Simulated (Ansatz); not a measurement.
# PbS (Galena): spin-orbit coupling beyond the local functionals

How far does spin-orbit coupling move the gap of PbS (Galena)?

Main program and level: Ansatz 0.2.0; density functionals with and without spin-orbit coupling, plane waves, PAW.

The database entry behind the starting cell differs from later determinations by our own check (about 0.1 % short), so it need not match the best structure at ambient conditions.

### 1. Set-up

It takes space group Fm-3m (No. 225, cubic). The conventional cell has a = 5.931 Å, b = 5.931 Å, c = 5.931 Å, α = 90.00°, β = 90.00°, γ = 90.00°. Pb has 6 S at 2.97 Å nearest. Nearest to S lie 6 Pb at 2.97 Å. Farther neighbours and most contacts between anions are not listed.

The cell and positions come from the Crystallography Open Database and are kept as given unless a step says otherwise. Spin-orbit coupling is left out unless a step names it.

### 2. HSE06, 4×4×4 mesh

This step: DFT, HSE06, plane waves, PAW; PAW set soft_1.

Contents of input.yaml:

```yaml
crystal:
  lattice:
    - [0.0, 2.96575, 2.96575]
    - [2.96575, 0.0, 2.96575]
    - [2.96575, 2.96575, 0.0]
  atoms:
    - { symbol: Pb, position: [0.0, 0.0, 0.0] }
    - { symbol: S, position: [0.5, 0.5, 0.5] }
kpoints:
  mp_grid: { grid: [4, 4, 4] }
  band_path:
    path:
      - [0.0, 0.0, 0.0]
      - [0.5, 0.0, 0.5]
      - [0.625, 0.25, 0.625]
      - [0.375, 0.375, 0.75]
      - [0.5, 0.5, 0.5]
      - [0.5, 0.25, 0.75]
    npoints: 1
hamiltonian:
  xc: hse06
  pseudopotentials: { kind: paw, azcp: { folder: soft_1 } }
scf:
  occupations: { method: fixed }
  n_extra_bands: 4
output:
  eigenvalues: true
```

Command:

```
ansatz run input.yaml --threads 24 --pin off --max-ram 82944MiB --backend cuda --events-out ev --progress --plain --runs-dir out --devices 1 --max-vram 78GiB
```

Numbers of over 12 decimals in the logs are rounded to 6 here.

What it wrote:

```text
scf.n_extra_bands = 4 over 10 filled bands (N_el = 20.0): the run solves 14 bands
GPUs: using 1 of 1 available (devices: 1).
Engine: ansatz 0.2.0, aarch64-unknown-linux-gnu
Pseudopotentials: kind: paw
Pseudopotential: Pb, paw, valence charge 14, recommended cutoff 420 eV (normal), soft_1/Pb.paw.azcp
Pseudopotential: S, paw, valence charge 6, recommended cutoff 420 eV (normal), soft_1/S.paw.azcp
Functional definition: HSE06
  parameter a = 0.25
  parameter omega = 0.11/bohr
  exchange = pbe_x - a*pbe_x_sr(omega) + a*exact_x_sr(omega)
  correlation = pbe_c
davidson cushion auto → on  (no smearing: the cushion is to keep the highest requested band from converging to the state above it; pin scf.eigensolver.cushion to override)
device memory: the entry about to start is reckoned to put 2.0 GiB on a device that reports 180.2 GiB free (of which the cap on the GPU budget leaves the run 78.0 GiB)
GPU FFT provider: cuFFT
GPU libraries: cuBLAS 13.8.1, cuFFT 12.4.0, cuSOLVER 12.3.2
GPU matrix products: emulated (plane waves: as basis.precision tells), large ones in fixed point in workspaces of 1.00 GiB
Crystal: 2 atoms, lattice volume = 52.172 Å³
Basis set: ecut = 420 eV, 965 PW (Γ)
Bands: 14, of which v1, the nominal top of the filled ones, is band 10 counted from 1 (9 counted from 0)
Symmetry: 48 space group operations
Space group: Fm-3m (ITA 225), of the structure as read, at distance tolerance 3.7e-5 Å
k-points: 8 of 64
Non-local potential: Pb, projectors of the file, l = 0: 2, l = 1: 2, l = 2: 2, l = 3: 1
Non-local potential: S, projectors of the file, l = 0: 2, l = 1: 2, l = 2: 1
PAW form: soft (Blöchl's): semilocal exchange-correlation on the pseudo side does not see the compensation charge
PAW frozen core: Pb, regenerated for the run's functional, and the local potential with it (the file was generated under x = pbe(κ = 0.804, μ = 0.219515), c = pbe(β = 0.066725))
PAW frozen core: S, regenerated for the run's functional, and the local potential with it (the file was generated under x = pbe(κ = 0.804, μ = 0.219515), c = pbe(β = 0.066725))
PAW one-centre angular grid: Pb, 590 points (default); XC on 64 Gauss nodes
PAW one-centre angular grid: S, 110 points (default); XC on 64 Gauss nodes
Initial density: superposition of atomic densities (chi_scale 0.1, normalization cell, long waves kept (reshape's long-wave potential 0.00 eV rms))
Initial wavefunctions: pseudopotential atomic-orbital guess
GPU buffer pool allocated for 27000 grid points (all kernels)
GPU transforms: local potential and band sums: pruned to the plane-wave sphere, on 30×30×30
[...]
GPU matrix products: emulated (plane waves: as basis.precision tells), large ones in fixed point in workspaces of 1.00 GiB
GPU buffer pool allocated for 27000 grid points (all kernels)
GPU transforms: local potential and band sums: pruned to the plane-wave sphere, on 30×30×30
Exchange kernel: α = 0.2500, screened, ω = 0.2079 Å⁻¹, Wigner–Seitz truncation, v(0) = 1032.7969 eV·Å³, q-mesh 4×4×4, nearest image of the exchange supercell L = 16.78 Å, pair-density grid 18×18×18, without the augmentation charges, whose exchange is taken in its separable form by FFT convolution over the k-point mesh (sized by the pseudopotential files, 24×24×24 at the most), smooth part of the exact exchange by density-matrix convolution in up to 1.12 GiB of GPU memory as planned if the GPU has room (build and FFT work areas not counted)
Frozen-core exchange: fock
SCF iter   1: F=—  HF=-12815.949693 eV  |F-HF|=—  |Δ(HF+E_count)|=         —  Δρ=2.51e-5  dr2=3.94e-7  ethr=4.72e-7  ⟨swp⟩=2.0  Hψ=256  notcnv=0
preconditioner: auto → none  [insulator: Δε(μ)=0.803 eV  Ē_g=17.357 eV  n_scr=14 (ndim 8)  ℏωp=23.0 eV  f_vac=0.000]
SCF iter   2: F=-12815.949693 eV  HF=-12815.949693 eV  |F-HF|=4.02e-8  |Δ(HF+E_count)|=   5.94e-7  Δρ=1.30e-5  dr2=7.71e-8  ethr=1.67e-9  ⟨swp⟩=4.9  Hψ=439  notcnv=0
SCF 3 converged in 2 iterations: F = -12815.949693 eV  dr2 = 7.71e-8
hybrid outer 2: dexx = +3.271e-7 eV, tail = 1.68e-7 eV, Δε = 2.33e-3 eV (about 3.17e-4 eV left of the loop's levels)
device memory: the entry about to start is reckoned to put 0.3 GiB on a device that reports 182.4 GiB free (of which the cap on the GPU budget leaves the run 78.0 GiB)
NSCF: frozen V_eff on 6 k-points
hybrid SCF converged: 2 outer / 7 inner (+6 warm-up), last move |dexx| = 3.27e-7 eV, tail = 1.68e-7 eV
Stability not checked: this state was not tested for a lower state beside it, because the functional holds exact exchange (a hybrid, or Hartree-Fock), whose exchange loop this test does not read (fock_operator; see scf.lower_state_search)
Free energy (F): -12815.949693 eV
Frozen-core exchange: fock
Harris-Foulkes:  -12815.949693 eV  (|F-HF|=4.02e-8)
Internal energy: -12815.949693 eV  (E = F + TS)
E sigma→0 (E₀):  -12815.949693 eV
Fermi energy:    8.284793 eV
--- Per-component energies (eV) ---
  E_band       = -82.767076
  E_kinetic    = 396.380038
  E_local      = -1188.153429  (includes V_loc(G=0)·N_el)
  E_nonlocal   = 339.557100
  E_hartree    = 448.641643
  E_xc         = -236.537022
  E_vxc        = -177.552786  (∫ρ·V_xc dr)
  E_exx        = -42.558750  (= α·E_x^exact, valence–valence)
  E_paw        = -11020.160275  (= ΣΔE_a)
  E_vpaw       = -265.166951  (= ΣTr[D̂ρ^β])
  E_aug_tail   = -0.000006  (compensation charges beyond the density's cutoff)
  E_ewald      = -1513.356403
  E_core_change = 0.237411  (= ΣΔE_core)
  E_smearing   = -0.000000  (= −TS)
  E_closure    = -0.000000  (closes the sum)
  Σ components = -12815.949693   (vs F -12815.949693, Δ=1.82e-12)
--- Band table (eV; the first three rows and the last of 8) ---
  k-point 0: bands = [... 6 lower, 1.8737, 5.7362, 5.7362, 5.7362, 14.3262, 14.3262, 14.3262, 15.6986]
  k-point 1: bands = [... 6 lower, 0.1678, 5.9079, 5.9079, 7.0024, 11.1846, 12.1170, 12.1170, 15.8350]
  k-point 2: bands = [... 6 lower, -1.3925, 6.1428, 6.1428, 8.2848, 9.0879, 10.7665, 10.7665, 17.7459]
  k-point 7: bands = [... 6 lower, -0.3146, 3.2739, 3.2739, 7.0604, 11.0405, 13.6873, 13.6873, 17.3118]
```

Elapsed: 4 s, on 1 × NVIDIA GB200 (shared by 2 runs) with 24 threads of Arm Neoverse V2, shared host; peak memory 1.2 GiB.

This step gave:

```
gap                     : 0.8031 eV
valence top at          : L
conduction bottom at    : L
least direct gap        : 0.8031 eV
exact-exchange fraction : 0.25
```

The gap is direct, at (0.500, 0.500, 0.500).

### 3. HSE06+SOC, 4×4×4 mesh

The many-body steps leave out spin-orbit coupling, so its effect is taken from a two-component run, with twice the bands.

This step: DFT, HSE06 with spin-orbit coupling, plane waves, PAW; PAW set soft_1.

input.yaml, the sections that differ from step 2:

```yaml
hamiltonian:
  xc: hse06
  pseudopotentials: { kind: paw_fr, azcp: { folder: soft_1 } }
scf:
  occupations: { method: fermi_dirac, width: 0.02 }
  n_extra_bands: 8
magnetization:
  noncollinear: true
  spin_orbit: true
# crystal, kpoints, output: as in step 2
```

What it wrote:

```text
[...]
GPUs: using 1 of 1 available (devices: 1).
[...]
non-collinear run that drives no moment, with spin-orbit: no starting moment large enough to seed its density (crystal.atoms[].spin), no starting occupations that ask for one, no magnetisation constraint and no magnetic field, so the semilocal B_xc is pinned to zero
[...]
Crystal: 2 atoms, lattice volume = 52.172 Å³
Basis set: ecut = 420 eV, 965 PW (Γ)
Bands: 28, of which v1, the nominal top of the filled ones, is band 20 counted from 1 (19 counted from 0)
Symmetry: 48 space group operations + 48 with time reversal
[...]
k-points: 8 of 64
Projection manifold: j_resolved (fully-relativistic pseudo-atomic orbitals)
[...]
SCF iter   1: F=—  HF=-12850.714929 eV  |F-HF|=—  |Δ(HF+E_count)|=         —  Δρ=2.92e-2  dr2=9.75e-1  dr2_m=0.00e0 (ungated)  ethr=1.00e-1  |M|=0.00e0 ∫|m|=0.00e0 μB  |m|>n=0.0e0 m-floor=0.0e0 τ_xc=0.0e0  β_m=0.30  ⟨swp⟩=5.6  Hψ=762  notcnv=0
[...]
SCF iter  10: F=-12850.506525 eV  HF=-12850.506525 eV  |F-HF|=4.37e-11  |Δ(HF+E_count)|=  1.64e-11  Δρ=3.64e-7  dr2=7.15e-11  dr2_m=0.00e0 (ungated)  ethr=1.06e-11  |M|=0.00e0 ∫|m|=0.00e0 μB  |m|>n=0.0e0 m-floor=0.0e0 τ_xc=0.0e0  ⟨swp⟩=4.0  Hψ=506  notcnv=0
SCF 1 converged in 10 iterations: F = -12850.506525 eV  dr2 = 7.15e-11
[...]
Projection manifold: j_resolved (fully-relativistic pseudo-atomic orbitals)
[...]
Frozen-core exchange: fock
[...]
SCF 2 stopped early in 5 iterations: F = -12826.424621 eV  dr2 = 1.26e-5
[...]
hybrid outer 1: dexx = +1.709e-2 eV, tail = 6.54e-5 eV
[...]
Projection manifold: j_resolved (fully-relativistic pseudo-atomic orbitals)
[...]
Frozen-core exchange: fock
[...]
SCF 3 converged in 3 iterations: F = -12826.424400 eV  dr2 = 6.78e-8
[...]
NSCF: frozen V_eff on 6 k-points
[...]
Magnetization: |M| = 0.0000 μB,  M = (+0.0000, +0.0000, +0.0000) μB
Absolute magnetization: 0.0000 μB (∫|m|)
  site 0: m = (+0.0000, +0.0000, +0.0000) μB, |m| = 0.0000 μB  (R = 1.22 Å)
  site 1: m = (+0.0000, +0.0000, +0.0000) μB, |m| = 0.0000 μB  (R = 1.22 Å)
Free energy (F): -12826.424400 eV
Frozen-core exchange: fock
[...]
Internal energy: -12826.424381 eV  (E = F + TS)
E sigma→0 (E₀):  -12826.424390 eV
Entropy (-TS):   -0.000019 eV (-0.009 meV/atom)
Fermi energy:    8.436751 eV
[...]
--- Band table (eV; the first three rows and the last of 8) ---
  k-point 0: bands = [... 16 lower, 5.7955, 5.7955, 5.7955, 5.7955, 12.4803, 12.4803, 15.0644, 15.0644, ... 4 higher]
  k-point 1: bands = [... 16 lower, 5.9344, 5.9344, 6.9592, 6.9592, 10.4621, 10.4621, 11.9545, 11.9545, ... 4 higher]
  k-point 2: bands = [... 16 lower, 6.1220, 6.1220, 8.2816, 8.2816, 8.5920, 8.5920, 10.3429, 10.3429, ... 4 higher]
  k-point 7: bands = [... 16 lower, 3.3669, 3.3669, 7.0312, 7.0312, 10.7378, 10.7378, 13.5347, 13.5347, ... 4 higher]
```

The job ended after 5.9 s (1 × NVIDIA GB200 (shared by 2 runs) with 24 threads; peak memory 1.4 GiB; 19 s of CPU time).

This step gave:

- gap: 0.3104 eV
- valence top at: L
- conduction bottom at: L
- least direct gap: 0.3104 eV
- exact-exchange fraction: 0.25

The gap stands −0.49 eV against HSE06.

### 4. Together

Times are wall times on 1 × NVIDIA GB200 (shared by 2 runs) with 24 threads of Arm Neoverse V2, shared host, good to a factor of about two.

| level | gap (eV) | with coupling (eV) | change (eV) | time | with coupling |
| --- | --- | --- | --- | --- | --- |
| HSE06 | 0.80 | 0.31 | −0.49 | 4 s | 5.9 s |

### 5. Results

```
HSE06     : 0.80 eV
HSE06+SOC : 0.31 eV
```

In words: Spin-orbit coupling changes the gap by −0.49 eV and the least direct gap by −0.49 eV.

[Paths, hosts, dates, memory and timing lines, banners, echoed tables and standing remarks are left out of the program output.]

[Logs are printed without paths, hosts, clocks, repeated set-up lines and the standing remarks that a program may print on its own settings, such as how far it seeks lower states.]

[Runs of the session that timed out or met a known fault of the program may be left out.]

[Cells called generated may have been cut or substituted from an entry of the Crystallography Open Database or the Materials Project.]

[Hosts, paths, dates, database ids (printed as entryN), source tags and the programs' standing remarks are cut or masked in the printed files.]
